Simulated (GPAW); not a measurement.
# A GW chain in GPAW: CaAlSiH (P3m1)

Aim: the G0W0 gap of CaAlSiH (P3m1) on LDA, step by step.

Method: LDA and many-body steps on it, plane waves, in GPAW 26.7.0.

**1. The starting structure**

Symmetry: P3m1, No. 156, trigonal system. Conventional cell: a = 4.143 Å, b = 4.143 Å, c = 4.698 Å, α = 90.00°, β = 90.00°, γ = 120.00°. Ca has 3 H at 2.42 Å and 3 Si at 3.14 Å nearest. Nearest to Al lie 1 H at 1.75 Å and 3 Si at 2.45 Å. Nearest to Si lie 3 Al at 2.45 Å and 3 Ca at 3.14 Å. Nearest to H lie 1 Al at 1.75 Å and 3 Ca at 2.42 Å. Farther neighbours are not listed.

The cell and positions are those that the Materials Project relaxed with its own functionals (PBE, PBE+U or r2SCAN), kept fixed.

**2. Ground state**

This step: GPAW 26.7.0; DFT, LDA, plane waves, PAW.

The ground-state density comes first.

The input, run.py:

```python
import json
import numpy as np
from gpaw.mpi import world
from ase import Atoms
from gpaw import GPAW, PW, FermiDirac

atoms = Atoms(['Ca', 'Al', 'Si', 'H'],
    cell=[[4.1432802295, 0.0000000000, 0.0000000000],
      [-2.0716401148, 3.5881859337, 0.0000000000],
      [0.0000000000, 0.0000000000, 4.6982260000]],
    scaled_positions=[[0.0000000000, 0.0000000000, 0.9999210000],
      [0.6666666667, 0.3333333333, 0.4571120000],
      [0.3333333333, 0.6666666667, 0.5658920000],
      [0.6666666667, 0.3333333333, 0.0837750000]],
    pbc=(True, True, True))
calc = GPAW(mode=PW(600),
    xc='LDA',
    kpts={'size': (6, 6, 6), 'gamma': True},
    occupations=FermiDirac(0.001),
    nbands=-8,
    convergence={'density': 1e-6, 'bands': -3},
    maxiter=100,
    txt='gs.txt')
atoms.calc = calc
res = {'energy': atoms.get_potential_energy()}
kpts = calc.get_ibz_k_points()
res['kpts'] = kpts
res['eigenvalues'] = [calc.get_eigenvalues(kpt=k) for k in range(len(kpts))]
res['n_electrons'] = calc.get_number_of_electrons()
calc.write('gs.gpw')

if world.rank == 0:
    with open('result.json', 'w') as f:
        json.dump(res, f, default=lambda x: x.tolist())
```

The run is started by

```
$ mpirun -n 4 gpaw python run.py
```

Numbers of over 12 decimals in the logs are rounded to 6 here.

What it wrote:

```text
__  _  _
 | _ |_)|_||  |
 |__||  | ||/\| - 26.7.0

Input parameters:
  mode=PW(ecut=600.0),
  convergence={'density': 1e-06, 'bands': -3},
  kpts=MonkhorstPack(size=(6, 6, 6), gamma=True),
  maxiter=100,
  nbands=-8,
  occupations=Occupations(name='fermi-dirac', width=0.001, fixmagmom=False),
  xc=XC(name='LDA')
  [... matrices ...]
Diagonalizing LCAO Hamiltonian
Converting LCAO to pw mode

       Ca
         Si
             Al

             H

Atoms  # Å, Bohr magnetons
|   | symbol |         x |        y |        z |    initial magnetic moments |
| 0 |     Ca |  0.000000 | 0.000000 | 4.697855 | ( 0.0000,  0.0000,  0.0000) |
| 1 |     Al |  2.071640 | 1.196062 | 2.147615 | ( 0.0000,  0.0000,  0.0000) |
| 2 |     Si | -0.000000 | 2.392124 | 2.658689 | ( 0.0000,  0.0000,  0.0000) |
| 3 |      H |  2.071640 | 1.196062 | 0.393594 | ( 0.0000,  0.0000,  0.0000) |

Unit cell  # Å
| periodic |         x |        y |        z |  lengths |     angles |
|      yes |  4.143280 | 0.000000 | 0.000000 | 4.143280 |  90.000000 |
|      yes | -2.071640 | 3.588186 | 0.000000 | 4.143280 |  90.000000 |
|      yes |  0.000000 | 0.000000 | 4.698226 | 4.698226 | 120.000000 |

Number of symmetries: 6
Symmetry operations  # r_c * U_cc + t_c -> r_c
|   | kind |            matrix            |
| 0 |  σ   |  1, 1, 0,  0,-1, 0,  0, 0, 1 |
| 1 |  E   |  1, 0, 0,  0, 1, 0,  0, 0, 1 |
| 2 |  C3  |  0, 1, 0, -1,-1, 0,  0, 0, 1 |
| 3 |  σ   |  0,-1, 0, -1, 0, 0,  0, 0, 1 |
| 4 |  σ   | -1, 0, 0,  1, 1, 0,  0, 0, 1 |
| 5 |  C3  | -1,-1, 0,  1, 0, 0,  0, 0, 1 |

BZ-sampling:
  Number of BZ points: 216
  Number of IBZ points: 34

  Monkhorst-Pack size: [6, 6, 6]
  Monkhorst-Pack shift: [0.083333, 0.083333, 0.083333]

K-points  # in reciprocal-cell coordinates
|     |                                coordinates |     weight |
|   0 | (  0.00000000,   0.00000000,   0.00000000) | 0.00462963 |
|   1 | (  0.00000000,   0.00000000,   0.16666667) | 0.00925926 |
|   2 | (  0.00000000,   0.00000000,   0.33333333) | 0.00925926 |
|   3 | (  0.00000000,   0.00000000,   0.50000000) | 0.00462963 |
|   4 | (  0.16666667,   0.00000000,  -0.33333333) | 0.02777778 |
|   5 | (  0.16666667,   0.00000000,  -0.16666667) | 0.02777778 |
|   6 | (  0.16666667,   0.00000000,   0.00000000) | 0.02777778 |
|   7 | (  0.16666667,   0.00000000,   0.16666667) | 0.02777778 |
|   8 | (  0.16666667,   0.00000000,   0.33333333) | 0.02777778 |
|   9 | (  0.16666667,   0.00000000,   0.50000000) | 0.02777778 |
| ... |                                            |            |
|  33 | (  0.50000000,   0.50000000,   0.50000000) | 0.01388889 |

Plane wave coefficients: 2353
Cutoff: 600.0 eV

Spin-components: 1 (collinear spins)
Bands:           17
Projectors:      18
Spin-degeneracy: 2
Datatype:        complex128

  Storage: CPU
  Wave functions: 21_760_544 bytes (5_440_136 per core)
  Projectors: 39_680_992 bytes (9_920_248 per core)
  [... matrices ...]
Parallelization:
  kpt:    4
  domain: 1
  band:   1

Density:
  Valence electrons: 18.0
  Components: 1
  Grid points: [24 24 27]
  Charge: 0.0  # |e|

Potential:
  Grid points: [24 24 27]

species:
  Ca:
    name:    Calcium
    Z:       20.0
    valence: 10
    core:    10
    charge:  0.0  # [|e|]
    compensation charges:
      type: gauss
      rc: 0.37  # [Å]
      lmax: 2
    cutoffs:
      filter: 2.10  # [Å]
      core: 1.17  # [Å]
    projectors
    | kind |    occ | energy [eV] | rcut [Å] |
    |   3s |  2.000 |     -46.826 |    1.175 |
    |   4s |  2.000 |      -3.864 |    1.175 |
    |   3p |  6.000 |     -27.986 |    1.154 |
    |    p |        |      -0.774 |    1.154 |
    |    d |        |       0.000 |    0.937 |

    Using partial waves for Ca as LCAO basis

  Al:
    name:    Aluminium
    Z:       13.0
    valence: 3
    core:    10
    charge:  0.0  # [|e|]
    compensation charges:
      type: gauss
      rc: 0.34  # [Å]
      lmax: 2
    cutoffs:
      filter: 1.91  # [Å]
      core: 2.36  # [Å]
    projectors
    | kind |    occ | energy [eV] | rcut [Å] |
    |   3s |  2.000 |      -7.830 |    1.085 |
    |   3p |  1.000 |      -2.783 |    1.085 |
    |    s |        |      19.382 |    1.085 |
    |    p |        |      24.428 |    1.085 |
    |    d |        |       0.000 |    1.085 |

    Using partial waves for Al as LCAO basis

  Si:
    name:    Silicon
    Z:       14.0
    valence: 4
    core:    10
    charge:  0.0  # [|e|]
    compensation charges:
      type: gauss
      rc: 0.33  # [Å]
      lmax: 2
    cutoffs:
      filter: 1.86  # [Å]
      core: 2.06  # [Å]
    projectors
    | kind |    occ | energy [eV] | rcut [Å] |
    |   3s |  2.000 |     -10.878 |    1.058 |
    |   3p |  2.000 |      -4.162 |    1.058 |
    |    s |        |      16.334 |    1.058 |
    |    p |        |      23.049 |    1.058 |
    |    d |        |       0.000 |    1.058 |

    Using partial waves for Si as LCAO basis

  H:
    name:    Hydrogen
    Z:       1.0
    valence: 1
    core:    0
    charge:  0.0  # [|e|]
    compensation charges:
      type: gauss
      rc: 0.15  # [Å]
      lmax: 2
    cutoffs:
      filter: 0.85  # [Å]
      core: 0.53  # [Å]
    projectors
    | kind |    occ | energy [eV] | rcut [Å] |
    |   1s |  1.000 |      -6.353 |    0.476 |
    |    s |        |      20.858 |    0.476 |
    |    p |        |       0.000 |    0.476 |

    Using partial waves for H as LCAO basis

Reference energy: -32915.676303  # eV

eigensolver:
  PPCG
  Converge bands: -3
  niter=2

density mixing:
  MSR1-Mixer
  Pratt-step length: 0.05
  Maximum mixing coefficient: 0.75
  Old densities: 10
  SVD Regularization: 0.005
  Good broyden scale: 1.0
  Trust region scale: 1.0
  Backstep threshold: 4.0
  History deletion threshold: 6.0
  Fourier metric: weight=20.0, sigma=0.015

occupation numbers:
  Fermi-Dirac:
    width: 0.0010  # eV

poisson solver:
  ecut: 4800.0  # eV

xc functional:
  name: None

Initialization done in: 1.067 s

convergence criteria:
- Maximum integral of absolute [dens]ity change: 1e-06 electrons / valence electron
- Maximum [total energy] change in last 3 cyles: 0.0005 eV / valence electron
- Maximum integral of absolute [eigenst]ate change: 4e-08 eV^2 / valence electron
maximum number of iterations: 100

SCF iterations
|iter     |     time |      energy | eigst |  dens |
|iter:   1|  |  -18.048036 | +1.14 |       |
|iter:   2|  |  -18.049010 | +0.42 | -0.97 |
|iter:   3|  |  -17.780006 | -0.24 | -1.02 |
|iter:   4|  |  -17.702608 | -0.91 | -1.33 |
|iter:   5|  |  -17.683277 | -1.13 | -1.75 |
|iter:   6|  |  -17.683027 | -2.09 | -2.44 |
|iter:   7|  |  -17.682987c| -2.82 | -2.82 |
|iter:   8|  |  -17.682983c| -4.12 | -3.38 |
|iter:   9|  |  -17.682983c| -5.20 | -4.02 |
|iter:  10|  |  -17.682983c| -6.15 | -4.62 |
|iter:  11|  |  -17.682983c| -7.03 | -5.35 |
|iter:  12|  |  -17.682983c| -7.85c| -6.05c|

Converged in 12 steps
SCF loop duration: 6.943 s (0.579 s/step)
Energy contributions relative to reference atoms: (reference = -32915.676303)
  [... matrices ...]
Energy contributions:
  Kinetic:          15.791423
  Coulomb:         -11.069769
  Zero:             -0.599970
  External:          0.000000
  Xc:              -21.804667
  Entropy:          -0.000000
  Spinorbit:         0.000000
  ----------------------------
  Free energy:     -17.682983
  Extrapolated:    -17.682983

dipole moment: (-6.513689, -12.089728, 14.706230)  # |e|*Ang

Fermi level: 5.447
Eigenvalues  # (at kpt = [0.000, 0.000, 0.000])
| band index |      eig [eV] | occ [0-2] |
|          0 |       -35.588 |     2.000 |
|          1 |       -16.933 |     2.000 |
|          2 |       -16.833 |     2.000 |
|          3 |       -16.833 |     2.000 |
|          4 |        -4.729 |     2.000 |
|          5 |         0.688 |     2.000 |
|          6 |         3.306 |     2.000 |
|          7 |         4.304 |     2.000 |
|          8 |         4.304 |     2.000 |
|          9 |         6.671 |     0.000 |
|         10 |         7.769 |     0.000 |
|         11 |         7.769 |     0.000 |
|         12 |         8.507 |     0.000 |
|         13 |         8.507 |     0.000 |
|         14 |         9.005 |     0.000 |
|         15 |         9.005 |     0.000 |
|         16 |         9.155 |     0.000 |

Gap: 0.263 eV
Transition (v -> c):
  (s=0, k=3, n=8, [0.00, 0.00, 0.50]) -> (s=0, k=30, n=9, [0.50, 0.50, 0.00])
Direct/indirect transitions are different
Direct gap: 1.200 eV
Transition at: (s=0, k=30, n=8, [0.50, 0.50, 0.00])
# Writing to gs.gpw (mode='')
  [... matrices ...]
```

Elapsed: 9.8 s, on 4 MPI ranks of Arm Neoverse V1, shared host; peak memory 0.69 GiB; 39 s of CPU time.

Numbers from this step:

| Quantity | Value |
| --- | --- |
| total energy | -17.68 eV |
| gap | 0.2627 eV |
| k of the valence top | 0, 0, 0.5 |
| k of the conduction bottom | 0.5, 0.5, 0 |
| least direct gap | 1.200 eV |

The gap is indirect, with the least direct gap 0.94 eV higher.

**3. Bands along the symmetry lines**

Levels along a band path, at the cheap level, show where the edges lie and whether the meshes to come will hold them.

The input, run.py:

```python
import json
import numpy as np
from gpaw.mpi import world
from gpaw import GPAW

path = [[0.000000, 0.000000, 0.000000],
    [0.062500, 0.000000, 0.000000],
    [0.125000, 0.000000, 0.000000],
    [0.187500, 0.000000, 0.000000],
    [0.250000, 0.000000, 0.000000],
    [0.312500, 0.000000, 0.000000],
    [0.375000, 0.000000, 0.000000],
    [0.437500, 0.000000, 0.000000],
    [0.500000, 0.000000, 0.000000],
    [0.479167, 0.041667, 0.000000],
    [0.458333, 0.083333, 0.000000],
    [0.437500, 0.125000, 0.000000],
    [0.416667, 0.166667, 0.000000],
    [0.395833, 0.208333, 0.000000],
    [0.375000, 0.250000, 0.000000],
    [0.354167, 0.291667, 0.000000],
    [0.333333, 0.333333, 0.000000],
    [0.291667, 0.291667, 0.000000],
    [0.250000, 0.250000, 0.000000],
    [0.208333, 0.208333, 0.000000],
    [0.166667, 0.166667, 0.000000],
    [0.125000, 0.125000, 0.000000],
    [0.083333, 0.083333, 0.000000],
    [0.041667, 0.041667, 0.000000],
    [0.000000, 0.000000, 0.000000],
    [0.000000, 0.000000, 0.062500],
    [0.000000, 0.000000, 0.125000],
    [0.000000, 0.000000, 0.187500],
    [0.000000, 0.000000, 0.250000],
    [0.000000, 0.000000, 0.312500],
    [0.000000, 0.000000, 0.375000],
    [0.000000, 0.000000, 0.437500],
    [0.000000, 0.000000, 0.500000],
    [0.062500, 0.000000, 0.500000],
    [0.125000, 0.000000, 0.500000],
    [0.187500, 0.000000, 0.500000],
    [0.250000, 0.000000, 0.500000],
    [0.312500, 0.000000, 0.500000],
    [0.375000, 0.000000, 0.500000],
    [0.437500, 0.000000, 0.500000],
    [0.500000, 0.000000, 0.500000],
    [0.479167, 0.041667, 0.500000],
    [0.458333, 0.083333, 0.500000],
    [0.437500, 0.125000, 0.500000],
    [0.416667, 0.166667, 0.500000],
    [0.395833, 0.208333, 0.500000],
    [0.375000, 0.250000, 0.500000],
    [0.354167, 0.291667, 0.500000],
    [0.333333, 0.333333, 0.500000],
    [0.291667, 0.291667, 0.500000],
    [0.250000, 0.250000, 0.500000],
    [0.208333, 0.208333, 0.500000],
    [0.166667, 0.166667, 0.500000],
    [0.125000, 0.125000, 0.500000],
    [0.083333, 0.083333, 0.500000],
    [0.041667, 0.041667, 0.500000],
    [0.000000, 0.000000, 0.500000],
    [0.500000, 0.000000, 0.500000],
    [0.500000, 0.000000, 0.437500],
    [0.500000, 0.000000, 0.375000],
    [0.500000, 0.000000, 0.312500],
    [0.500000, 0.000000, 0.250000],
    [0.500000, 0.000000, 0.187500],
    [0.500000, 0.000000, 0.125000],
    [0.500000, 0.000000, 0.062500],
    [0.500000, -0.000000, 0.000000],
    [0.333333, 0.333333, 0.500000],
    [0.333333, 0.333333, 0.437500],
    [0.333333, 0.333333, 0.375000],
    [0.333333, 0.333333, 0.312500],
    [0.333333, 0.333333, 0.250000],
    [0.333333, 0.333333, 0.187500],
    [0.333333, 0.333333, 0.125000],
    [0.333333, 0.333333, 0.062500],
    [0.333333, 0.333333, 0.000000]]
calc = GPAW('gs.gpw').fixed_density(kpts=path,
    symmetry='off',
    nbands=19,
    convergence={'bands': 15},
    txt='bands.txt')
res = {}
kpts = calc.get_ibz_k_points()
res['kpts'] = kpts
res['eigenvalues'] = [calc.get_eigenvalues(kpt=k) for k in range(len(kpts))]
res['n_electrons'] = calc.get_number_of_electrons()

if world.rank == 0:
    with open('result.json', 'w') as f:
        json.dump(res, f, default=lambda x: x.tolist())
```

The run is started by

```
$ mpirun -n 4 gpaw python run.py
```

What it wrote:

```text
Diagonalizing LCAO Hamiltonian
Converting LCAO to pw mode
convergence criteria:
- Maximum integral of absolute [eigenst]ate change: 4e-08 eV^2 / valence electron
maximum number of iterations: 100

SCF iterations
|iter     |     time |      energy | eigst |  dens |
|iter:   1|  |             | +1.51 |       |
|iter:   2|  |             | +0.71 |       |
|iter:   3|  |             | -0.12 |       |
[...]
|iter:   8|  |             | -5.72 |       |
|iter:   9|  |             | -6.84 |       |
|iter:  10|  |             | -7.65c|       |
SCF steps: 10
  __  _  _
 | _ |_)|_||  |
 |__||  | ||/\| - 26.7.0

Input parameters:
  mode=PW(ecut=600.0),
  convergence={'bands': 15},
  gpts=array([24, 24, 27]),
  kpts=KPoints(kpts=array([[ 0.      ,  0.      ,  0.      ],
         [ 0.0625  ,  0.      ,  0.      ],
         [ 0.125   ,  0.      ,  0.      ],
         [ 0.1875  ,  0.      ,  0.      ],
[...]
[ 0.479167,  0.041667,  0.      ],
         [ 0.458333,  0.083333,  0.      ],
[...]
[ 0.416667,  0.166667,  0.      ],
[...]
[ 0.5     ,  0.      ,  0.0625  ],
         [ 0.5     , -0.      ,  0.      ],
[...]
[ 0.333333,  0.333333,  0.125   ],
         [ 0.333333,  0.333333,  0.0625  ],
         [ 0.333333,  0.333333,  0.      ]])),
  maxiter=100,
  nbands=19,
  occupations=Occupations(name='fermi-dirac', width=0.001, fixmagmom=False),
  parallel={},
  symmetry=Symmetry(point_group=False, time_reversal=False),
  xc=XC(name='LDA')
```

Wall time 16 s (4 MPI ranks); peak memory 0.79 GiB; 62 s of CPU time.

This step gave:

| Quantity | Value |
| --- | --- |
| gap | 0.2627 eV |
| k of the valence top | 0, 0, 0.5 |
| k of the conduction bottom | 0.5, 0, 0 |
| least direct gap | 1.200 eV |

The gap is 0.263 eV, as in the run before at this level.

The electronic bands at the labelled points (eV, zero at the top of the highest filled band):

```
    point  band 6  band 7  band 8  band 9  band 10  band 11  band 12  band 13
        Γ   -4.58   -1.96   -0.96   -0.96     1.41     2.51     2.51     3.24
  halfway   -5.10   -2.74   -1.56   -1.52     0.87     2.41     2.64     2.88
        M   -6.78   -3.28   -1.92   -0.94     0.26     1.82     2.22     2.39
  halfway   -6.75   -3.63   -2.54   -0.87     0.77     1.82     2.64     3.25
        K   -6.88   -4.17   -2.66   -0.84     0.67     2.17     2.99     4.00
  halfway   -5.28   -2.80   -2.24   -1.40     1.83     1.92     2.03     3.17
        Γ   -4.58   -1.96   -0.96   -0.96     1.41     2.51     2.51     3.24
  halfway   -5.67   -0.91   -0.76   -0.76     1.68     1.68     1.81     2.80
        A   -6.57   -0.49   -0.49    0.00     1.31     1.31     2.09     2.09
  halfway   -6.08   -3.32   -1.54   -1.29     1.23     2.43     2.64     3.32
        L   -6.05   -4.75   -2.18   -2.10     0.97     2.50     3.77     3.80
  halfway   -6.11   -4.66   -2.95   -2.04     1.80     2.31     3.65     3.87
        H   -6.28   -4.54   -3.56   -1.91     1.23     3.37     3.78     3.92
  halfway   -5.97   -3.60   -2.23   -1.41     1.97     2.65     2.78     2.90
        A   -6.57   -0.49   -0.49    0.00     1.31     1.31     2.09     2.09
jump to L   -6.05   -4.75   -2.18   -2.10     0.97     2.50     3.77     3.80
  halfway   -6.50   -4.00   -2.01   -1.55     0.34     2.40     2.85     3.50
        M   -6.78   -3.28   -1.92   -0.94     0.26     1.82     2.22     2.39
jump to H   -6.28   -4.54   -3.56   -1.91     1.23     3.37     3.78     3.92
  halfway   -6.64   -3.90   -3.67   -1.46     2.19     2.26     3.01     3.34
        K   -6.88   -4.17   -2.66   -0.84     0.67     2.17     2.99     4.00
```

The electronic bands as a text plot (rows in eV, shown from -8.0 to 2.1 only):

```
    1.9 |    +++++++ ++++++   +++ +        +   + +++ +   +++ +
    1.5 |++            +   ++++++++++     + + +    +++      +
    1.1 |  ++         +              +++++   +        +        +
    0.6 |    ++  +++++                                 +        +
    0.2 |      ++                 *                  *  ++++
   -0.2 |                        * *                *
   -0.6 |           *         ******               ***
   -1.1 |**   ****** ***   *****   **             ***     **   **
   -1.5 |  ***          ****         **          *      **   **
   -1.9 |***  ***        *****        **** ****** **  *******
   -2.3 |  *     *      **          *   ***      *    *
   -2.7 |   *     *******                       * *             *
   -3.2 |    *****     *             *     *   *          **   *
   -3.6 |         *   *                     ***  *       *  ***
   -4.0 |          ***                *         *       *    ****
   -4.4 |*                 **          *    ****       *    *
   -4.8 | **             **  *          ****          *
   -5.3 |   *           *     *
   -5.7 |    *         *       *       *        *
   -6.1 |     *       *         *   *** ******** **   **    *
   -6.5 |      *     *           ***               ***  **   **
   -6.9 |       *****                                     **   **
   -7.4 |           *                       ***             *****
   -7.8 |       **** *                  ****   *      ******
         Γ      M   K       Γ     A      L   H      A|L   M|H   K
```

**4. Empty states on the mesh, 3×3×2 mesh, 93 bands**

The sums over transitions need many empty states on a uniform mesh; this step solves for them.

The input, run.py:

```python
import json
import numpy as np
from gpaw.mpi import world
from gpaw import GPAW

calc = GPAW('gs.gpw').fixed_density(kpts={'size': (3, 3, 2), 'gamma': True},
    nbands=108,
    convergence={'bands': 93},
    txt='nscf.txt')
calc.write('full.gpw', mode='all')
res = {}
kpts = calc.get_ibz_k_points()
res['kpts'] = kpts
res['eigenvalues'] = [calc.get_eigenvalues(kpt=k) for k in range(len(kpts))]
res['n_electrons'] = calc.get_number_of_electrons()

if world.rank == 0:
    with open('result.json', 'w') as f:
        json.dump(res, f, default=lambda x: x.tolist())
```

The run is started by

```
$ mpirun -n 4 gpaw python run.py
```

What it wrote:

```text
Diagonalizing LCAO Hamiltonian
Converting LCAO to pw mode
convergence criteria:
- Maximum integral of absolute [eigenst]ate change: 4e-08 eV^2 / valence electron
maximum number of iterations: 100

SCF iterations
|iter     |     time |      energy | eigst |  dens |
|iter:   1|  |             | +4.30 |       |
|iter:   2|  |             | +3.01 |       |
|iter:   3|  |             | +1.82 |       |
[...]
|iter:  12|  |             | -6.85 |       |
|iter:  13|  |             | -7.18 |       |
|iter:  14|  |             | -7.57c|       |
SCF steps: 14
  __  _  _
 | _ |_)|_||  |
 |__||  | ||/\| - 26.7.0

Input parameters:
  mode=PW(ecut=600.0),
  convergence={'bands': 93},
  gpts=array([24, 24, 27]),
  kpts=MonkhorstPack(size=(3, 3, 2), gamma=True),
  maxiter=100,
  nbands=108,
  occupations=Occupations(name='fermi-dirac', width=0.001, fixmagmom=False),
  parallel={},
  xc=XC(name='LDA')
# Writing to full.gpw (mode='all')
  [... matrices ...]

timing:  # [seconds]
  Total: 0.052  # ━━━━━━━━━━━━━━━━━━━━━━━━━━━━━━━━━━━━━━━━━━━━━━━━━━━━━━━━━━━
```

It took 14 s on 4 MPI ranks; peak memory 0.69 GiB.

Numbers from this step:

```
gap                                                           : 0.5925 eV
k of the valence top                                          : 0, 0, 0.5
k of the conduction bottom                                    : 0.3333, 0, 0
least direct gap                                              : 1.307 eV
k points computed                                             : 6
lowest point of the top converged band, above the valence top : 53.6220 eV
```

On this mesh the gap is 0.593 eV. The earlier step found 0.263 eV, so this mesh misses an edge.

[end of part 1 of 2]

[Paths, hosts, dates, memory and timing lines, banners, echoed tables and standing remarks are left out of the program output.]

[Logs are printed without paths, hosts, clocks, repeated set-up lines and the standing remarks that a program may print on its own settings, such as how far it seeks lower states.]

[Runs of the session that timed out or met a known fault of the program may be left out.]

[Hosts, paths, dates, database ids (printed as entryN), source tags and the programs' standing remarks are cut or masked in the printed files.]
